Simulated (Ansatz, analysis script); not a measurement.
# Fixed-spin-moment curve of a free-standing square Ti monolayer, spacing 3.069 Å, part 2 of 2

Aim: the energy of a free-standing square Ti monolayer, spacing 3.069 Å as its total moment is fixed at a series of values, and its answer to a field.

Ansatz 0.2.0; PBEsol, PAW set soft_1 (files made for PBE).

So far. Step 8 (Total moment fixed at 1.591 μB): The energy is -156 meV from the state without spin, and the largest site carries 1.18 μB.

## (9) Total moment fixed at 2.5 μB

Level of this step: Ansatz DFT, collinear, total moment fixed by two Fermi levels; PBEsol, PAW set soft_1; PAW set soft_1 (Ansatz).

File input.yaml:

```yaml
crystal:
  lattice:
    - [3.069, 0.0, 0.0]
    - [0.0, 3.069, 0.0]
    - [0.0, 0.0, 14.0]
  atoms:
    - { symbol: Ti, position: [0.0, 0.0, 0.5], spin: 2.5 }
magnetization:
  spin_polarized: true
  initial_magnetization: 2.5
  spin_locking: { lock_magnetization: hard }
kpoints:
  mp_grid: { grid: [18, 18, 1] }
hamiltonian:
  xc: pbesol
  pseudopotentials: { kind: paw, azcp: { folder: soft_1 }, xc_functional: pbe }
scf:
  occupations: { method: fermi_dirac, width: 0.1 }
  max_iter: 120
  convergence: { dr2_threshold: 1.0e-08 }
  lower_state_search: "off"
basis:
  ecutwfc: 420.0
```

Launch:

```
ansatz run input.yaml --threads 1 --pin off --max-ram 2560MiB --backend cpu --events-out ev --progress --plain --runs-dir out
```

Numbers of over 12 decimals in the logs are rounded to 6 here.

Log:

```text
[...]
Crystal: 1 atoms, lattice volume = 131.863 Å³
Basis set: ecut = 420 eV, 2583 PW (Γ)
Bands: 12, of which v1, the nominal top of the filled ones, is band 6 counted from 1 (5 counted from 0)
Symmetry: 16 space group operations
[...]
k-points: 55 of 324
[...]
Starting moments: Σ|m| = 2.5 μB on 1 of 1 site
[...]
Magnetization: 2.5000 μB (7.2500 up, 4.7500 down)
Absolute magnetization: 2.5001 μB (∫|ρ↑−ρ↓|, with the PAW one-centre terms)
[...]
Per-site moments (μB) at R_I (Å): [(1.811093, 1.2659625)]
Free energy (F): -2470.987649 eV
[...]
Internal energy: -2470.899484 eV  (E = F + TS)
E sigma→0 (E₀):  -2470.943567 eV
Entropy (-TS):   -0.088165 eV (-88.165 meV/atom)
Fermi energy:    -1.558005 (↑ -1.508052, ↓ -1.607958) eV
[...]
[key lines of the parts left out:]
SCF converged after 10 iterations
```

Run time: 7.9 s. Hardware: 1 thread of Arm Neoverse V2, shared host; peak memory 0.46 GiB.

The energy is -240 meV from the state without spin, and the largest site carries 1.81 μB.

7 more runs differ from these in the same keys alone and are tabled below.

## (10) No field, tight threshold

A field gives a second route to the same curve. A thousand tesla shift each spin by 58 meV, and the threshold is tightened so that small induced moments are resolved.

input.yaml, the sections that differ from step 9:

```yaml
crystal:
  lattice:
    - [3.069, 0.0, 0.0]
    - [0.0, 3.069, 0.0]
    - [0.0, 0.0, 14.0]
  atoms:
    - { symbol: Ti, position: [0.0, 0.0, 0.5], spin: 1.71 }
magnetization:
  spin_polarized: true
scf:
  occupations: { method: fermi_dirac, width: 0.1 }
  max_iter: 120
  convergence: { dr2_threshold: 1.0e-10 }
  lower_state_search: "off"
# kpoints, hamiltonian, basis: as in step 9
```

Log:

```text
[...]
Crystal: 1 atoms, lattice volume = 131.863 Å³
Basis set: ecut = 420 eV, 2583 PW (Γ)
Bands: 11, of which v1, the nominal top of the filled ones, is band 6 counted from 1 (5 counted from 0)
Symmetry: 16 space group operations
[...]
k-points: 55 of 324
[...]
Starting moments: Σ|m| = 1.71 μB on 1 of 1 site
[...]
SCF converged after 13 iterations
Magnetization: 2.3289 μB (7.1645 up, 4.8355 down)
Absolute magnetization: 2.3290 μB (∫|ρ↑−ρ↓|, with the PAW one-centre terms)
[...]
Per-site moments (μB) at R_I (Å): [(1.706809, 1.2659625)]
Free energy (F): -2470.992112 eV
[...]
Internal energy: -2470.905724 eV  (E = F + TS)
E sigma→0 (E₀):  -2470.948918 eV
Entropy (-TS):   -0.086387 eV (-86.387 meV/atom)
Fermi energy:    -1.515536 eV
[...]
```

Elapsed: 9.5 s, on 1 thread; peak memory 0.46 GiB.

The net moment is 2.33 μB a cell.

## (11) Field of 1000 T

Edit input.yaml of step 10 so:

```diff
@@ -9,2 +9,3 @@
   spin_polarized: true
+  magnetic_field: 1000.0
 kpoints:
```

Log:

```text
[...]
Crystal: 1 atoms, lattice volume = 131.863 Å³
Basis set: ecut = 420 eV, 2583 PW (Γ)
Bands: 11, of which v1, the nominal top of the filled ones, is band 6 counted from 1 (5 counted from 0)
Symmetry: 16 space group operations
[...]
k-points: 55 of 324
[...]
Starting moments: Σ|m| = 1.71 μB on 1 of 1 site
[...]
SCF converged after 14 iterations
Magnetization: 2.5312 μB (7.2656 up, 4.7344 down)
Absolute magnetization: 2.5313 μB (∫|ρ↑−ρ↓|, with the PAW one-centre terms)
[...]
Per-site moments (μB) at R_I (Å): [(1.829926, 1.2659625)]
Free energy (F): -2471.132482 eV
[...]
Internal energy: -2471.044153 eV  (E = F + TS)
E sigma→0 (E₀):  -2471.088317 eV
Entropy (-TS):   -0.088329 eV (-88.329 meV/atom)
Fermi energy:    -1.564227 eV
[...]
```

The job ended after 9.9 s (1 thread; peak memory 0.45 GiB).

The net moment is 2.53 μB a cell.

The other 3 runs of this kind were made alike; their results stand in the table below.

For the integrated |m|, step 10 gave 2.33 μB; this run, with field 1000 T, gives 2.53 μB (+9 %). That is +0.000202 μB per T of field between these two points.

## (12) Analysis

Table of energy less the state without spin by total moment:

| total moment (μB/cell) | energy less the state without spin (meV/cell) |
| --- | --- |
| 0.00 | 0 |
| 0.23 | -3.76 |
| 0.46 | -14.9 |
| 0.68 | -32.7 |
| 0.91 | -56.6 |
| 1.14 | -85.8 |
| 1.36 | -119 |
| 1.59 | -156 |
| 1.82 | -195 |
| 2.04 | -229 |
| 2.27 | -244 |
| 2.50 | -240 |

The field that holds a moment is half the difference of the two Fermi levels over μB.

Table of field that holds the moment by total moment:

| total moment (μB/cell) | field that holds the moment (T) |
| --- | --- |
| 0.227 | -570 |
| 0.455 | -1110 |
| 0.682 | -1597 |
| 0.909 | -2027 |
| 1.136 | -2398 |
| 1.364 | -2703 |
| 1.591 | -2905 |
| 1.818 | -2881 |
| 2.045 | -2047 |
| 2.273 | -341 |
| 2.500 | 863 |

Total moment against field:

| field (T) | total moment (μB/cell) |
| --- | --- |
| 0 | 2.33 |
| 100 | 2.35 |
| 200 | 2.36 |
| 500 | 2.42 |
| 1000 | 2.53 |

A Landau fit E = a2 M² + a4 M⁴ + a6 M⁶ (meV, μB) and the Stoner form E ≈ M² (1/2N − I/4), with the slope taken at the first fixed moment:

Numbers from this step:

```yaml
density_of_states_at_the_fermi_level_no_spin: 5.189 states/eV/cell, both spins, broadened by the smearing
landau_coefficients_a2_a4_a6: -67.80, 0.3412, 0.6968 meV/μB², meV/μB^4, meV/μB^6
r_m_s_miss_of_the_landau_fit: 1.072 meV
stoner_parameter_i: 0.6761 eV, of the cell
i_n_2: 1.754 I N / 2 from the slope at the first moment; over 1: unstable to a moment
```

## (13) Outcome

| Property | Result |
| --- | --- |
| state of the free run | ferromagnetic |
| net moment of the free run | 2.33 μB |
| energy of the free run from the state without spin | -245 meV a cell |
| lowest of the fixed moments tried | M = 2.273 μB, -244 meV |
| dM/dB between 0 and 100 T | 0.175 μB a cell per 1000 T |

In words: At this level the system is magnetic: the free run keeps 1.71 μB on the largest site. No other order was typed. Among the fixed moments, E(M) falls 244 meV below the state without spin and is lowest near 2.273 μB on this grid. I·N/2 = 1.8 is over 1, so the state without spin is unstable to a uniform moment. The field acts on spins alone. The 16 fixed-moment and field runs took 2.5 min of wall time, added up. Energies are free energies at a smearing of 0.1 eV, and with partly filled levels differences shift, at times strongly, as the smearing goes to zero. The cell was taken as built, with atoms unrelaxed. In doubt: the program's search for lower states was switched off, so a lower magnetic state than those reached may exist.

[Logs and program files are shortened in this print: banners, set-up blocks, solver, clock and traceback lines can be left out without a mark of their own.]

[Logs are printed without paths, hosts, clocks, repeated set-up lines and the standing remarks that a program may print on its own settings, such as how far it seeks lower states.]

[Hosts, paths, dates, database ids (printed as entryN), source tags and the programs' standing remarks are cut or masked in the printed files.]
